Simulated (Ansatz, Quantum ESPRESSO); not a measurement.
# TaSi3 (Fm-3m): zone-centre phonons

Aim: the zone-centre modes of TaSi3 (Fm-3m).

Program: Quantum ESPRESSO 7.5. Level of theory: DFT PBEsol, scalar-relativistic, plane waves, GBRV ultrasoft pseudopotentials. Results are calculated unless marked as measured.

The structure was built from a prototype and need not be the compound's stable phase.

## (1) Starting point

It takes space group Fm-3m (No. 225, cubic). The conventional cell has a = 6.231 Å, b = 6.231 Å, c = 6.231 Å, α = 90.00°, β = 90.00°, γ = 90.00°. Nearest to Ta lie 14 Si at 2.70 to 3.12 Å. Nearest to Si lie 8 Si at 2.70 Å and 6 Ta at 3.12 Å. Nearest to Si lie 4 Ta at 2.70 Å and 4 Si at 2.70 Å. Farther neighbours are not listed.

## (2) A first look

Before anything dear is run, a loose run with smearing shows whether this is a metal and how far the cell is from rest.

Input file probe.in:

```
&CONTROL
  calculation = 'scf'
  prefix      = 'x'
  outdir      = './tmp'
  pseudo_dir  = './pseudo'
  tprnfor     = .true.
  tstress     = .true.
  verbosity   = 'high'
/
&SYSTEM
  ibrav       = 2
  celldm(1)   = 11.7748701
  nat         = 4
  ntyp        = 2
  ecutwfc     = 40.0
  ecutrho     = 240.0
  occupations = 'smearing'
  smearing    = 'gaussian'
  degauss     = 0.01
/
&ELECTRONS
  conv_thr         = 1.0d-07
  mixing_beta      = 0.7
  electron_maxstep = 100
/
ATOMIC_SPECIES
 Ta    180.9479  Ta.upf
 Si     28.0850  Si.upf
ATOMIC_POSITIONS crystal
 Ta     0.000000000   0.000000000   0.000000000
 Si     0.500000000   0.500000000   0.500000000
 Si     0.750000000   0.750000000   0.750000000
 Si     0.250000000   0.250000000   0.250000000
K_POINTS automatic
 6 6 6 0 0 0
```

Started as:

```sh
OMP_NUM_THREADS=1 mpirun -n 4 pw.x -nk 4 -in probe.in > probe.out
```

The log of the run:

```text
[banners, grids, parts of the stress and lines that vanish by symmetry left out]
Program PWSCF v.7.5
     bravais-lattice index     =            2
     lattice parameter (alat)  =      11.7749  a.u.
[...]
kinetic-energy cutoff     =      40.0000  Ry
     charge density cutoff     =     240.0000  Ry
     scf convergence threshold =      1.0E-07
[...]
Exchange-correlation= SLA  PW   PSX  PSC
                           (   1   4  10   8   0   0   0)
[...]
48 Sym. Ops., with inversion, found
[...]
(     0          1          0      )
                  (     0          0          1      )
[...]
(  0.0000000  1.0000000  0.0000000 )
                  (  0.0000000  0.0000000  1.0000000 )
[...]
(     1          0         -1      )
                  (     0          0         -1      )
[...]
(     0          1          0      )
[...]
( -1.0000000  0.0000000  0.0000000 )
                  (  0.0000000  1.0000000  0.0000000 )
[...]
number of k points=    16  Gaussian smearing, width (Ry)=  0.0100
[...]
End of self-consistent calculation
[...]
the Fermi energy is    13.1697 ev
!    total energy              =    -170.32702826 Ry
[...]
convergence has been achieved in   7 iterations
[...]
atom    1 type  1   force =     0.00000000    0.00000000   -0.00000000
     atom    2 type  2   force =     0.00000000    0.00000000    0.00000000
     atom    3 type  2   force =     0.00000000    0.00000000    0.00000000
     atom    4 type  2   force =     0.00000000    0.00000000    0.00000000
[...]
Total force =     0.000000     Total SCF correction =     0.000000
[...]
total   stress  (Ry/bohr**3)                   (kbar)     P=      -29.81
[...]
XML data file, charge density, pseudopotentials, collected wavefunctions

   JOB DONE.
```

Elapsed: 4.3 s, on 4 MPI ranks of Arm Neoverse V2, shared host.

Read from the output:

* volume per atom: 15.12 Å³
* pressure: -2.981 GPa
* gap on the k-mesh: 0 eV

No gap opens on this mesh, so smearing is kept; the start stands at -3.0 GPa.

## (3) Relaxation

The harmonic expansion starts where the forces on the atoms vanish, and stress shifts the frequencies, so cell and atoms are relaxed with tight thresholds.

Input file relax.in:

```
&CONTROL
  calculation   = 'vc-relax'
  prefix        = 'x'
  outdir        = './tmp'
  pseudo_dir    = './pseudo'
  tprnfor       = .true.
  tstress       = .true.
  forc_conv_thr = 2.0d-05
  etot_conv_thr = 1.0d-07
  nstep         = 40
/
&SYSTEM
  ibrav       = 2
  celldm(1)   = 11.7748701
  nat         = 4
  ntyp        = 2
  ecutwfc     = 40.0
  ecutrho     = 240.0
  occupations = 'smearing'
  smearing    = 'mv'
  degauss     = 0.02
/
&ELECTRONS
  conv_thr         = 1.0d-11
  mixing_beta      = 0.7
  electron_maxstep = 100
/
&IONS
/
&CELL
  press_conv_thr = 0.2
/
ATOMIC_SPECIES
 Ta    180.9479  Ta.upf
 Si     28.0850  Si.upf
ATOMIC_POSITIONS crystal
 Ta     0.000000000   0.000000000   0.000000000
 Si     0.500000000   0.500000000   0.500000000
 Si     0.750000000   0.750000000   0.750000000
 Si     0.250000000   0.250000000   0.250000000
K_POINTS automatic
 8 8 8 0 0 0
```

Started as:

```sh
OMP_NUM_THREADS=1 mpirun -n 4 pw.x -nk 4 -in relax.in > relax.out
```

The log of the run:

```text
[banners, grids, parts of the stress and lines that vanish by symmetry left out]
[banner, memory and clock lines left out]
Program PWSCF v.7.5

[...]
kinetic-energy cutoff     =      40.0000  Ry
     charge density cutoff     =     240.0000  Ry
     scf convergence threshold =      1.0E-11
[...]
energy convergence thresh.=      1.0E-07
     force convergence thresh. =      2.0E-05
     press convergence thresh. =      2.0E-01
     Exchange-correlation= SLA  PW   PSX  PSC
                           (   1   4  10   8   0   0   0)
[...]
48 Sym. Ops., with inversion, found
[...]
number of k points=    29  Marzari-Vanderbilt smearing, width (Ry)=  0.0200
[...]
End of self-consistent calculation
[...]
the Fermi energy is    13.1874 ev
!    total energy              =    -170.32076636 Ry
[...]
convergence has been achieved in  10 iterations
[...]
atom    1 type  1   force =     0.00000000    0.00000000    0.00000000
     atom    2 type  2   force =     0.00000000    0.00000000    0.00000000
     atom    3 type  2   force =     0.00000000   -0.00000000   -0.00000000
     atom    4 type  2   force =    -0.00000000   -0.00000000   -0.00000000
     Total force =     0.000000     Total SCF correction =     0.000000
[...]
total   stress  (Ry/bohr**3)                   (kbar)     P=      -28.66
[...]
number of bfgs steps    =   0
[...]
CELL_PARAMETERS (alat= 11.77487010)
[...]
ATOMIC_POSITIONS (crystal)
Ta               0.0000000000        0.0000000000        0.0000000000
Si               0.5000000000        0.5000000000        0.5000000000
Si               0.7500000000        0.7500000000        0.7500000000
Si               0.2500000000        0.2500000000        0.2500000000
[...]
New effective cutoffs (rho, wfc):  241.53   40.38
[...]
End of self-consistent calculation
[...]
the Fermi energy is    13.4264 ev
!    total energy              =    -170.32155991 Ry
[...]
convergence has been achieved in   9 iterations
[...]
atom    1 type  1   force =     0.00000000    0.00000000    0.00000000
     atom    2 type  2   force =     0.00000000    0.00000000    0.00000000
     atom    3 type  2   force =    -0.00000000    0.00000000    0.00000000
     atom    4 type  2   force =     0.00000000    0.00000000   -0.00000000
     Total force =     0.000000     Total SCF correction =     0.000000
[...]
total   stress  (Ry/bohr**3)                   (kbar)     P=      -10.43
[...]
number of bfgs steps    =   1
[...]
CELL_PARAMETERS (alat= 11.77487010)
[...]
ATOMIC_POSITIONS (crystal)
[...]
New effective cutoffs (rho, wfc):  242.87   40.60
[...]
End of self-consistent calculation
[...]
the Fermi energy is    13.5627 ev
!    total energy              =    -170.32167378 Ry
[...]
convergence has been achieved in  10 iterations
[...]
atom    1 type  1   force =     0.00000000   -0.00000000   -0.00000000
     atom    2 type  2   force =    -0.00000000    0.00000000    0.00000000
     atom    3 type  2   force =    -0.00000000   -0.00000000    0.00000000
     atom    4 type  2   force =     0.00000000    0.00000000   -0.00000000
     Total force =     0.000000     Total SCF correction =     0.000000
[...]
total   stress  (Ry/bohr**3)                   (kbar)     P=        0.41
[...]
number of bfgs steps    =   2
[...]
CELL_PARAMETERS (alat= 11.77487010)
[...]
ATOMIC_POSITIONS (crystal)
[...]
New effective cutoffs (rho, wfc):  242.82   40.59
[...]
End of self-consistent calculation
[...]
the Fermi energy is    13.5576 ev
!    total energy              =    -170.32167395 Ry
[...]
convergence has been achieved in   7 iterations
[...]
atom    1 type  1   force =     0.00000000    0.00000000    0.00000000
     atom    2 type  2   force =     0.00000000   -0.00000000    0.00000000
     atom    3 type  2   force =    -0.00000000   -0.00000000    0.00000000
     atom    4 type  2   force =     0.00000000    0.00000000   -0.00000000
     Total force =     0.000000     Total SCF correction =     0.000000
[...]
total   stress  (Ry/bohr**3)                   (kbar)     P=       -0.01
[...]
number of bfgs steps    =   3
[...]
small trust_radius: resetting bfgs history
[...]
CELL_PARAMETERS (alat= 11.77487010)
[...]
ATOMIC_POSITIONS (crystal)
[...]
New effective cutoffs (rho, wfc):  242.82   40.59
[...]
End of self-consistent calculation
[...]
the Fermi energy is    13.5576 ev
!    total energy              =    -170.32167395 Ry
[...]
convergence has been achieved in   3 iterations
[...]
atom    1 type  1   force =     0.00000000    0.00000000    0.00000000
     atom    2 type  2   force =     0.00000000    0.00000000    0.00000000
     atom    3 type  2   force =     0.00000000   -0.00000000   -0.00000000
     atom    4 type  2   force =     0.00000000    0.00000000   -0.00000000
     Total force =     0.000000     Total SCF correction =     0.000000
[...]
total   stress  (Ry/bohr**3)                   (kbar)     P=       -0.00
[...]
bfgs converged in   5 scf cycles and   4 bfgs steps
[...]
End of BFGS Geometry Optimization
     Final enthalpy           =    -170.3216739498 Ry
     File ./tmp/x.bfgs deleted, as requested
[...]
CELL_PARAMETERS (alat= 11.77487010)
[...]
ATOMIC_POSITIONS (crystal)
[...]
Si               0.7500000000        0.7500000000        0.7500000000
Si               0.2500000000        0.2500000000        0.2500000000
[...]
Final scf calculation at the relaxed structure.
[...]
kinetic-energy cutoff     =      40.0000  Ry
     charge density cutoff     =     240.0000  Ry
     scf convergence threshold =      1.0E-13
[...]
press convergence thresh. =      2.0E-01
     Exchange-correlation= SLA  PW   PSX  PSC
                           (   1   4  10   8   0   0   0)
[...]
48 Sym. Ops., with inversion, found
[...]
number of k points=    29  Marzari-Vanderbilt smearing, width (Ry)=  0.0200
[...]
End of self-consistent calculation
[...]
the Fermi energy is    13.5577 ev
!    total energy              =    -170.32134032 Ry
[...]
convergence has been achieved in  13 iterations
[...]
atom    1 type  1   force =     0.00000000    0.00000000   -0.00000000
     atom    2 type  2   force =    -0.00000000    0.00000000   -0.00000000
     atom    3 type  2   force =    -0.00000000   -0.00000000   -0.00000000
     atom    4 type  2   force =     0.00000000   -0.00000000    0.00000000
     Total force =     0.000000     Total SCF correction =     0.000000
[...]
total   stress  (Ry/bohr**3)                   (kbar)     P=       -0.28
[...]
XML data file, charge density, pseudopotentials, collected wavefunctions
```

The job ended after 35 s (4 MPI ranks; 2.4 min of CPU time).

The steps of the relaxation:

```tsv
step	energy less that of the first step (eV)	largest force (eV/Å)	pressure (GPa)	volume (Å³)
1	0.0000	0.0000	-2.87	60.48
2	-0.0108	0.0000	-1.04	59.60
3	-0.0123	0.0000	0.04	59.11
4	-0.0123	0.0000	0.00	59.13
5	-0.0123	0.0000	0.00	59.13
6	-0.0078	0.0000	-0.03	59.13
```

```tsv
conventional cell, symmetrised	before	after	change
a (Å)	6.231	6.184	-0.8 %
b (Å)	6.231	6.184	-0.8 %
c (Å)	6.231	6.184	-0.8 %
volume (Å³/atom)	15.12	14.78	-2.2 %
```

Final coordinates:

```
Ta Si
1.0
    -3.09209    0.00000    3.09209
     0.00000    3.09209    3.09209
    -3.09209    3.09209    0.00000
Ta Si
1 3
Direct
  0.00000 0.00000 0.00000
  0.50000 0.50000 0.50000
  0.75000 0.75000 0.75000
  0.25000 0.25000 0.25000
```

The last row of the table of steps is pw.x's closing run on a basis chosen anew for the final cell, so its energy can jump.

This step gave:

```yaml
volume_per_atom: 14.78 Å³
pressure: -0.02800 GPa
```

The volume changes by -2.2 % from the cell with which this run began.

## (4) Self-consistent run for the response

Perturbation theory inherits every error of the wavefunctions, so the threshold is set near the limit of the arithmetic. Smearing stays on, as the first look found no gap above 0.3 eV.

Input file scf.in:

```
&CONTROL
  calculation = 'scf'
  prefix      = 'x'
  outdir      = './tmp'
  pseudo_dir  = './pseudo'
  tprnfor     = .true.
  tstress     = .true.
/
&SYSTEM
  ibrav       = 2
  celldm(1)   = 11.68640976
  nat         = 4
  ntyp        = 2
  ecutwfc     = 40.0
  ecutrho     = 240.0
  occupations = 'smearing'
  smearing    = 'mv'
  degauss     = 0.02
/
&ELECTRONS
  conv_thr         = 1.0d-12
  mixing_beta      = 0.7
  electron_maxstep = 100
/
ATOMIC_SPECIES
 Ta    180.9479  Ta.upf
 Si     28.0850  Si.upf
ATOMIC_POSITIONS crystal
 Ta     0.000000000   0.000000000   0.000000000
 Si     0.500000000   0.500000000   0.500000000
 Si     0.750000000   0.750000000   0.750000000
 Si     0.250000000   0.250000000   0.250000000
K_POINTS automatic
 8 8 8 0 0 0
```

Started as:

```sh
OMP_NUM_THREADS=1 mpirun -n 4 pw.x -nk 4 -in scf.in > scf.out
```

The log of the run:

```text
[banners, grids, parts of the stress and lines that vanish by symmetry left out]
[banner, memory and clock lines left out]
Program PWSCF v.7.5

[...]
kinetic-energy cutoff     =      40.0000  Ry
     charge density cutoff     =     240.0000  Ry
     scf convergence threshold =      1.0E-12
[...]
Exchange-correlation= SLA  PW   PSX  PSC
                           (   1   4  10   8   0   0   0)
[...]
48 Sym. Ops., with inversion, found
[...]
number of k points=    29  Marzari-Vanderbilt smearing, width (Ry)=  0.0200
[...]
End of self-consistent calculation
[...]
the Fermi energy is    13.5577 ev
!    total energy              =    -170.32134032 Ry
[...]
convergence has been achieved in  10 iterations
[...]
atom    1 type  1   force =    -0.00000000   -0.00000000   -0.00000000
     atom    2 type  2   force =    -0.00000000    0.00000000   -0.00000000
     atom    3 type  2   force =     0.00000000    0.00000000    0.00000000
     atom    4 type  2   force =     0.00000000    0.00000000    0.00000000
     Total force =     0.000000     Total SCF correction =     0.000000
[...]
total   stress  (Ry/bohr**3)                   (kbar)     P=       -0.28
[...]
XML data file, charge density, pseudopotentials, collected wavefunctions
```

Elapsed: 7.9 s, on 4 MPI ranks.

The cell stands at -0.028 GPa, close enough for phonons.

(Part 1 of 3 ends here.)

[Host names and launcher messages were left out of these logs when they were recorded.]

[Logs are printed without paths, hosts, clocks, repeated set-up lines and the standing remarks that a program may print on its own settings, such as how far it seeks lower states.]

[Hosts, paths, dates, database ids (printed as entryN), source tags and the programs' standing remarks are cut or masked in the printed files.]
